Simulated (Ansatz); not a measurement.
# Cl on Mg(0001): change of the work function

How does Cl on the fcc site change the work function of Mg(0001) as the layer fills?

Program: Ansatz 0.2.0. Level of theory: plane-wave DFT, PBE, Ansatz PAW. Values are calculated unless marked as measured.

Report form: inputs, costs, results and the conclusion, without the logs.

**1. Starting point**

The cell holds 4 atoms: 4 Mg. Cell: a = 3.210 Å, b = 3.210 Å, c = 25.820 Å, α = 90.0°, β = 90.0°, γ = 60.0°. Vacuum lies along c.

**2. The clean slab**

The bare slab comes first, as the zero from which every change is counted. The two lowest layers are held at bulk places and the upper ones relax. The dipole correction removes the false field that a one-sided slab makes across the periodic vacuum, so each face gets a flat vacuum level of its own.

input.yaml reads:

```yaml
crystal:
  lattice:
    - [3.21, 0.0, 0.0]
    - [1.605, 2.7799415461, 0.0]
    - [0.0, 0.0, 25.81956]
  atoms:
    - { symbol: Mg, position: [0.6666666667, 0.6666666667, 0.3485729424] }
    - { symbol: Mg, position: [0.0, 0.0, 0.4495243141] }
    - { symbol: Mg, position: [0.6666666667, 0.6666666667, 0.5504756859] }
    - { symbol: Mg, position: [0.0, 0.0, 0.6514270576] }
kpoints:
  mp_grid: { grid: [12, 12, 1] }
hamiltonian:
  xc: pbe
scf:
  occupations: { method: fermi_dirac, width: 0.1 }
  convergence: { dr2_threshold: 1.0e-08 }
efield:
  axis: 3
  dipole_correction: true
  ramp_position: 0.97
  ramp_width: 0.06
relax:
  f_tol: 0.02
  max_steps: 60
  constraints: [{ sites: [0, 1] }]
output:
  write_potential: true
  write_density: true
  volumetric_format: npy
```

Command:

```bash
$ ansatz run input.yaml --threads 4 --pin off --max-ram 16384MiB --backend cpu --events-out ev --progress --plain --runs-dir out
```

The job ended after 3.7 s (4 threads of Arm Neoverse V1, shared host; peak memory 0.47 GiB).

Relaxation path:

```tsv
step	energy less that of the first step (eV)	largest force component (eV/Å)
1	0.0000	0.0442
2	-0.0007	0.0154
```

Forces are held to the 6 operations that the program found; a distortion that breaks them can't arise in this run.

The atoms that moved most (Å):

```tsv
atom	dx	dy	dz	length
Mg4	0.000	0.000	0.029	0.029
Mg3	0.000	0.000	0.005	0.005
```

Read from the output:

```
energy at zero smearing   : -7694.5790 eV
work function, upper face : 3.787 eV
dipole along the normal   : 2.19e-4 e·Å
```

Running mean over 2.60652 Å of the planar mean; the ramp of the sawtooth is left out. The electron's electrostatic potential energy less the Fermi level by z:

```tsv
z (Å)	electron's electrostatic potential energy less the Fermi level (eV)
4	3.79
5	3.78
6	3.64
7	2.60
8	-2.09
9	-4.02
10	-4.04
11	-4.01
12	-3.99
13	-3.98
14	-4.00
15	-3.95
16	-3.97
17	-3.95
18	-1.31
19	2.90
20	3.68
21	3.78
22	3.79
```

The relaxation took 2 steps and lowered the energy by 7.4e-4 eV; the largest force on the free atoms ends at 0.015 eV/Å.

The work function of the upper face is 3.79 eV.

**3. The covered slab, k-mesh 4×4×1, coverage 0.111 ML**

System of this step: Cl/Mg(0001). The cell holds 37 atoms: 36 Mg and 1 Cl. Its edges and angles: a = 9.630 Å, b = 9.630 Å, c = 27.530 Å, α = 90.0°, β = 90.0°, γ = 60.0°. Vacuum lies along c.

The clean slab as it ended is repeated in the plane and the adsorbate is set on one face; the cell's size fixes the coverage, and the k-mesh shrinks with it to keep the sampling density about even. Adsorbate and upper layers relax, since the dipole depends on the height.

input.yaml reads:

```yaml
crystal:
  lattice:
    - [9.6299999999, 0.0, 0.0]
    - [4.815, 8.3398246384, 0.0]
    - [0.0, 0.0, 27.5304502249]
  atoms:
    - { symbol: Mg, position: [0.2222222222, 0.2222222222, 0.3269107452] }
    - { symbol: Mg, position: [0.0, 0.0, 0.4215884558] }
    - { symbol: Mg, position: [0.2222222222, 0.2222222222, 0.5164513242] }
    - { symbol: Mg, position: [0.0, 0.0, 0.6119858792] }
    - { symbol: Mg, position: [0.2222222222, 0.5555555556, 0.3269107452] }
    - { symbol: Mg, position: [0.0, 0.3333333333, 0.4215884558] }
    - { symbol: Mg, position: [0.2222222222, 0.5555555556, 0.5164513242] }
    - { symbol: Mg, position: [0.0, 0.3333333333, 0.6119858792] }
[... 25 atom lines left out ...]
    - { symbol: Mg, position: [0.6666666667, 0.6666666667, 0.4215884558] }
    - { symbol: Mg, position: [0.8888888889, 0.8888888889, 0.5164513242] }
    - { symbol: Mg, position: [0.6666666667, 0.6666666667, 0.6119858792] }
    - { symbol: Cl, position: [0.1111111111, 0.1111111111, 0.6730892548] }
kpoints:
  mp_grid: { grid: [4, 4, 1] }
hamiltonian:
  xc: pbe
scf:
  occupations: { method: fermi_dirac, width: 0.1 }
  convergence: { dr2_threshold: 1.0e-08 }
efield:
  axis: 3
  dipole_correction: true
  ramp_position: 0.97
  ramp_width: 0.06
relax:
  f_tol: 0.02
  max_steps: 60
  constraints:
    - { sites: [0, 1, 4, 5, 8, 9, 12, 13, 16, 17, 20, 21, 24, 25, 28, 29, 32, 33] }
output:
  write_potential: true
  write_density: true
  volumetric_format: npy
```

It took 4.4 min on 4 threads; peak memory 7.8 GiB; 13 min of CPU time.

This run has no spin polarisation although its electron count is odd.

The steps of the relaxation:

```tsv
step	energy less that of the first step (eV)	largest force component (eV/Å)
1	0.0000	0.5268
2	-0.0640	0.2095
3	-0.0706	0.0546
4	-0.0711	0.0062
```

The run keeps the 6 symmetry operations that the program found, so distortions that break them were not tested.

The atoms that moved most (Å):

```tsv
atom	dx	dy	dz	length
Cl37	0.000	0.000	0.083	0.083
Mg32	-0.032	0.018	-0.070	0.079
Mg24	0.000	-0.037	-0.070	0.079
Mg20	0.032	0.018	-0.070	0.079
Mg4	-0.057	-0.033	0.036	0.075
Mg16	0.057	-0.033	0.036	0.075
Mg8	0.000	0.066	0.036	0.075
Mg15	0.000	-0.001	-0.045	0.045
```

The relaxed structure:

```xyz
37
Lattice="9.6300 0.0000 0.0000 4.8150 8.3398 0.0000 0.0000 0.0000 27.5305" Properties=species:S:1:pos:R:3
Mg    3.2100    1.8533    9.0000
Mg    0.0000    0.0000   11.6065
Mg    3.2023    1.8488   14.2555
Mg   -0.0571   -0.0329   16.8846
Mg    4.8150    4.6332    9.0000
Mg    1.6050    2.7799   11.6065
Mg    4.8142    4.6337   14.1731
Mg    1.6050    2.8458   16.8846
Mg    6.4200    7.4132    9.0000
Mg    3.2100    5.5599   11.6065
Mg    6.4200    7.4221   14.2555
Mg    3.2198    5.5542   16.8405
Mg    6.4200    1.8533    9.0000
Mg    3.2100    0.0000   11.6065
Mg    6.4200    1.8523   14.1731
Mg    3.2671   -0.0329   16.8846
Mg    8.0250    4.6332    9.0000
Mg    4.8150    2.7799   11.6065
Mg    8.0258    4.6337   14.1731
Mg    4.8468    2.7983   16.7783
Mg    9.6300    7.4132    9.0000
Mg    6.4200    5.5599   11.6065
Mg    9.6357    7.4099   14.2056
Mg    6.4200    5.5231   16.7783
Mg    9.6300    1.8533    9.0000
Mg    6.4200    0.0000   11.6065
Mg    9.6377    1.8488   14.2555
Mg    6.4200    0.0113   16.8405
Mg   11.2350    4.6332    9.0000
Mg    8.0250    2.7799   11.6065
Mg   11.2350    4.6399   14.2056
Mg    7.9932    2.7983   16.7783
Mg   12.8400    7.4132    9.0000
Mg    9.6300    5.5599   11.6065
Mg   12.8343    7.4099   14.2056
Mg    9.6202    5.5542   16.8405
Cl    1.6050    0.9266   18.6130
```

This step gave:

```yaml
energy_at_zero_smearing: -70333.2691 eV
work_function_upper_face: 3.917 eV
work_function_lower_face: 3.766 eV
dipole_along_the_normal: -0.06684 e·Å
step_between_the_vacuum_levels: 0.1506 eV
```

Running mean over 2.60652 Å of the planar mean; the ramp of the sawtooth is left out. The electron's electrostatic potential energy less the Fermi level by z:

```tsv
z (Å)	electron's electrostatic potential energy less the Fermi level (eV)
4	3.76
5	3.75
6	3.62
7	2.58
8	-2.11
9	-4.03
10	-4.04
11	-4.02
12	-4.01
13	-4.02
14	-4.01
15	-3.98
16	-4.02
17	-4.15
18	-1.87
19	2.32
20	3.49
21	3.89
22	3.92
23	3.92
24	3.92
```

The relaxation took 4 steps and lowered the energy by 0.071 eV; the largest force on the free atoms ends at 0.0062 eV/Å.

The covered face has 3.92 eV, +0.13 eV against the clean one; the bare back face has moved by -0.03 eV, a measure of how thin the slab is.

**4. The covered slab, k-mesh 6×6×1, coverage 0.25 ML**

System of this step: Cl/Mg(0001). The cell holds 17 atoms: 16 Mg and 1 Cl. Its edges and angles: a = 6.420 Å, b = 6.420 Å, c = 27.530 Å, α = 90.0°, β = 90.0°, γ = 60.0°. Vacuum lies along c.

Another coverage, to see how the dipoles act on each other as their distance changes.

input.yaml reads:

```yaml
crystal:
  lattice:
    - [6.4199999999, 0.0, 0.0]
    - [3.21, 5.5598830922, 0.0]
    - [0.0, 0.0, 27.5304502249]
  atoms:
    - { symbol: Mg, position: [0.3333333333, 0.3333333333, 0.3269107452] }
    - { symbol: Mg, position: [0.0, 0.0, 0.4215884558] }
    - { symbol: Mg, position: [0.3333333333, 0.3333333333, 0.5164513242] }
    - { symbol: Mg, position: [0.0, 0.0, 0.6119858792] }
    - { symbol: Mg, position: [0.3333333333, 0.8333333333, 0.3269107452] }
    - { symbol: Mg, position: [0.0, 0.5, 0.4215884558] }
    - { symbol: Mg, position: [0.3333333333, 0.8333333333, 0.5164513242] }
    - { symbol: Mg, position: [0.0, 0.5, 0.6119858792] }
    - { symbol: Mg, position: [0.8333333333, 0.3333333333, 0.3269107452] }
    - { symbol: Mg, position: [0.5, 0.0, 0.4215884558] }
    - { symbol: Mg, position: [0.8333333333, 0.3333333333, 0.5164513242] }
    - { symbol: Mg, position: [0.5, 0.0, 0.6119858792] }
    - { symbol: Mg, position: [0.8333333333, 0.8333333333, 0.3269107452] }
    - { symbol: Mg, position: [0.5, 0.5, 0.4215884558] }
    - { symbol: Mg, position: [0.8333333333, 0.8333333333, 0.5164513242] }
    - { symbol: Mg, position: [0.5, 0.5, 0.6119858792] }
    - { symbol: Cl, position: [0.1666666667, 0.1666666667, 0.6730892548] }
kpoints:
  mp_grid: { grid: [6, 6, 1] }
hamiltonian:
  xc: pbe
scf:
  occupations: { method: fermi_dirac, width: 0.1 }
  convergence: { dr2_threshold: 1.0e-08 }
efield:
  axis: 3
  dipole_correction: true
  ramp_position: 0.97
  ramp_width: 0.06
relax:
  f_tol: 0.02
  max_steps: 60
  constraints: [{ sites: [0, 1, 4, 5, 8, 9, 12, 13] }]
output:
  dos: { projected: true, e_range: [-8, 4] }
  write_potential: true
  write_density: true
  volumetric_format: npy
  elf: true
```

Wall time 58 s (4 threads); peak memory 2.4 GiB.

The steps of the relaxation:

```tsv
step	energy less that of the first step (eV)	largest force component (eV/Å)
1	0.0000	0.5070
2	-0.0442	0.1893
3	-0.0638	0.1194
4	-0.0669	0.0177
```

Forces are held to the 6 operations that the program found; a distortion that breaks them can't arise in this run.

The atoms that moved most (Å):

```tsv
atom	dx	dy	dz	length
Mg16	0.000	0.000	-0.176	0.176
Cl17	0.000	0.000	0.065	0.065
Mg12	0.044	-0.025	0.009	0.052
Mg4	-0.044	-0.025	0.009	0.052
Mg8	0.000	0.051	0.009	0.052
Mg15	0.000	0.000	-0.045	0.045
Mg11	0.019	-0.011	-0.004	0.022
Mg3	-0.019	-0.011	-0.004	0.022
```

Final coordinates:

```cif
data_structure
_symmetry_space_group_name_H-M 'P 1'
_symmetry_Int_Tables_number 1
_cell_length_a 6.4200
_cell_length_b 6.4200
_cell_length_c 27.5305
_cell_angle_alpha 90.000
_cell_angle_beta 90.000
_cell_angle_gamma 60.000
_cell_volume 982.68
loop_
_atom_site_label
_atom_site_type_symbol
_atom_site_fract_x
_atom_site_fract_y
_atom_site_fract_z
_atom_site_occupancy
Mg1 Mg 0.33333 0.33333 0.32691 1
Mg2 Mg 0.00000 0.00000 0.42159 1
Mg3 Mg 0.33138 0.33138 0.51631 1
Mg4 Mg 0.99543 0.99543 0.61231 1
Mg5 Mg 0.33333 0.83333 0.32691 1
Mg6 Mg 0.00000 0.50000 0.42159 1
Mg7 Mg 0.33138 0.83724 0.51631 1
Mg8 Mg 0.99543 0.50913 0.61231 1
Mg9 Mg 0.83333 0.33333 0.32691 1
Mg10 Mg 0.50000 0.00000 0.42159 1
Mg11 Mg 0.83724 0.33138 0.51631 1
Mg12 Mg 0.50913 0.99543 0.61231 1
Mg13 Mg 0.83333 0.83333 0.32691 1
Mg14 Mg 0.50000 0.50000 0.42159 1
Mg15 Mg 0.83333 0.83333 0.51481 1
Mg16 Mg 0.50000 0.50000 0.60560 1
Cl17 Cl 0.16667 0.16667 0.67544 1
```

Numbers from this step:

```yaml
energy_at_zero_smearing: -31860.3904 eV
work_function_upper_face: 4.100 eV
work_function_lower_face: 3.749 eV
dipole_along_the_normal: -0.06921 e·Å
step_between_the_vacuum_levels: 0.3509 eV
```

The density of states has structure finer than the step of the table below, so its rows give means over 0.25 eV. Peaks (eV: height): -5.230: 14.8, -5.020: 29.6, -1.680: 15.1, -0.720: 31.3, 0.360: 36.9, 0.990: 13.8, 1.890: 24.5.

Density of states against energy, zero at the Fermi level; means over each step:

energy (eV), density of states (states/eV a cell) and a bar:
```
    -6.75        0.0 
    -6.50        1.2 ###
    -6.25        1.7 ####
    -6.00        2.2 #####
    -5.75        5.2 ###########
    -5.50        4.6 ##########
    -5.25        6.5 ##############
    -5.00       13.9 ##############################
    -4.75        5.6 ############
    -4.50        3.1 #######
    -4.25        1.9 ####
    -4.00        7.4 ################
    -3.75        4.7 ##########
    -3.50        3.7 ########
    -3.25        3.8 ########
    -3.00        7.6 #################
    -2.75        5.0 ###########
    -2.50        4.9 ###########
    -2.25        4.9 ###########
    -2.00        6.0 #############
    -1.75        8.5 ##################
    -1.50        7.0 ###############
    -1.25        3.8 ########
    -1.00        7.5 ################
    -0.75       10.4 #######################
    -0.50        6.1 #############
    -0.25        8.4 ##################
     0.00        7.2 ###############
     0.25       10.1 ######################
     0.50        4.6 ##########
     0.75        7.3 ################
     1.00       10.2 ######################
     1.25        8.2 ##################
     1.50        8.3 ##################
     1.75        9.6 #####################
```

Projected DOS per atom over height of the atomic layer and energy from the Fermi level. Layers: Mg4 Mg4 Mg4 Mg4 Cl from below.

Ten even steps from '0' (0.0 states/eV) to '9' (7.1 states/eV), each cell a mean:
```
00000
00000
00000
00000
00000
00000
00000
00000
00000
00000
00000
00000
00000
00000
00001
00009
00002
00000
00000
00000
00000
00000
```
Columns: height of the atomic layer (Å) from 9 to 18.6 (not evenly spaced); rows upwards: energy from the Fermi level (eV) from -7.96 to 1.95.

Valence density in the ca plane at fractional y = 0.000, with atoms of Mg within 0.2 Å of it. It is the smooth field of the valence electrons, not physical close to the nuclei.

Ten steps, logarithmic in the rise over the least value, from '0' (0 e/Å³) to '9' (23 e/Å³), each cell a mean:
```
00015884100000000038971000000000000000000000
00001331000000000013420000000000000000000000
00000000000000000000100000000000000000000000
00000000000000000000000000000000000000000000
00000000000000000000000000000000000000000000
00000000000000000000100000000000000000000000
00002431000000000014530000000000000000000000
00015984100000000038971000000000000000000000
00016995100000000048971000000000000000000000
00013763000000000015641000000000000000000000
00001110000000000001111111100000000000000000
00000000000000000000001122110000000000000000
00000000000001000000001222210000000000000000
00000000000000000000001122110000000000000000
00001110000000000001111111100000000000000000
00013662000000000015641000000000000000000000
00016995100000000048971000000000000000000000
```
Columns run along c (16.0 Å, from fractional 0.35 to 0.93 of the cell), rows up along a (6.4 Å). Atoms in or near the plane, at fractional coordinates: Mg at (0.42, 0.00), Mg at (0.61, 0.00), Mg at (0.42, 0.50), Mg at (0.61, 0.51).

Electrostatic potential energy in the ca plane at fractional y = 0.000, with atoms of Mg within 0.2 Å of it. With pseudopotentials it is smooth inside the atoms' cores, unlike the true potential.

Ten even steps from '0' (-49 eV) to '9' (4 eV), each cell a mean:
```
99872004799999999840006899999999999999999999
99986457899999999874357899999999999999999999
99998888999888899988888999999999999999999999
89999999999878899999999999999999999999999999
89999999999878899999999999999999999999999999
99998888999888899988788999999999999999999999
99986447899999999874357899999999999999999999
99872004799999999840016899999999999999999999
99871003799999999840006899999999999999999999
99974115899999999863147899999999999999999999
99987778899988999987778999999999999999999999
89999889999888899998889988999999999999999999
89999999999877899999999888899999999999999999
89999889999888899998889988999999999999999999
99987778899988999987778999999999999999999999
99974115899999999863147899999999999999999999
99871003799999999840006899999999999999999999
```
Columns run along c (16.0 Å, from fractional 0.35 to 0.93 of the cell; values clipped at the 3rd and 97th percentile), rows up along a (6.4 Å). Atoms in or near the plane, at fractional coordinates: Mg at (0.42, 0.00), Mg at (0.61, 0.00), Mg at (0.42, 0.50), Mg at (0.61, 0.51).

ELF in the ca plane at fractional y = 0.000, with atoms of Mg within 0.2 Å of it. It is the smooth field of the valence electrons, not physical close to the nuclei.

Ten even steps from '0' (0.00) to '9' (0.84), each cell a mean:
```
76314443157777775124341010000000000000000000
66511221256655665212320221000000000000000000
45542113565311355431124642000000000000000000
24566666654100134566789864100000000000000000
24566666654100134566788864100000000000000000
45542113565312355421124642000000000000000000
66511321256656665212320221000000000000000000
76313443157777775124341010000000000000000000
76314333157787775124341022110000000000000000
76412442157776776213430355542100000000000000
56531111366533466520002688864210000000000000
25664334565200146652125899985310000000000000
14566666664100136664226899986310000000000000
25664334565200146652125899985310000000000000
56531111366533466520002688864210000000000000
76412442157777776213430355542100000000000000
76314333147787775124341012110000000000000000
```
Columns run along c (16.0 Å, from fractional 0.35 to 0.93 of the cell), rows up along a (6.4 Å). Atoms in or near the plane, at fractional coordinates: Mg at (0.42, 0.00), Mg at (0.61, 0.00), Mg at (0.42, 0.50), Mg at (0.61, 0.51).

The relaxation took 4 steps and lowered the energy by 0.067 eV; the largest force on the free atoms ends at 0.018 eV/Å.

By hand: a sheet of dipoles makes a step −p/(ε₀A) in the electron's potential. With e/ε₀ = 180.95 V·Å, p = -0.06921 e·Å and A = 35.69 Å², that is −180.95 × (-0.06921) / 35.69 = +0.351 eV, and the two vacuum levels of the run differ by +0.351 eV.

The covered face has 4.10 eV, +0.31 eV against the clean one; the bare back face has moved by -0.04 eV, a measure of how thin the slab is.

[end of part 1 of 2]

[Long decimals in the printed logs are rounded to 6 places.]

[Logs are printed without paths, hosts, clocks, repeated set-up lines and the standing remarks that a program may print on its own settings, such as how far it seeks lower states.]

[Hosts, paths, dates, database ids (printed as entryN), source tags and the programs' standing remarks are cut or masked in the printed files.]

[Maps of the electrostatic potential energy from Ansatz leave out the sawtooth potential of an applied field or a dipole correction, so their vacuum need not be flat; planar profiles and work functions include it.]

[The density of states shown here was stored with 400 of the rows of the run's finer table, so its peaks can read low, often by over a quarter, or be missed, and its means over a window can be off by a tenth or more.]
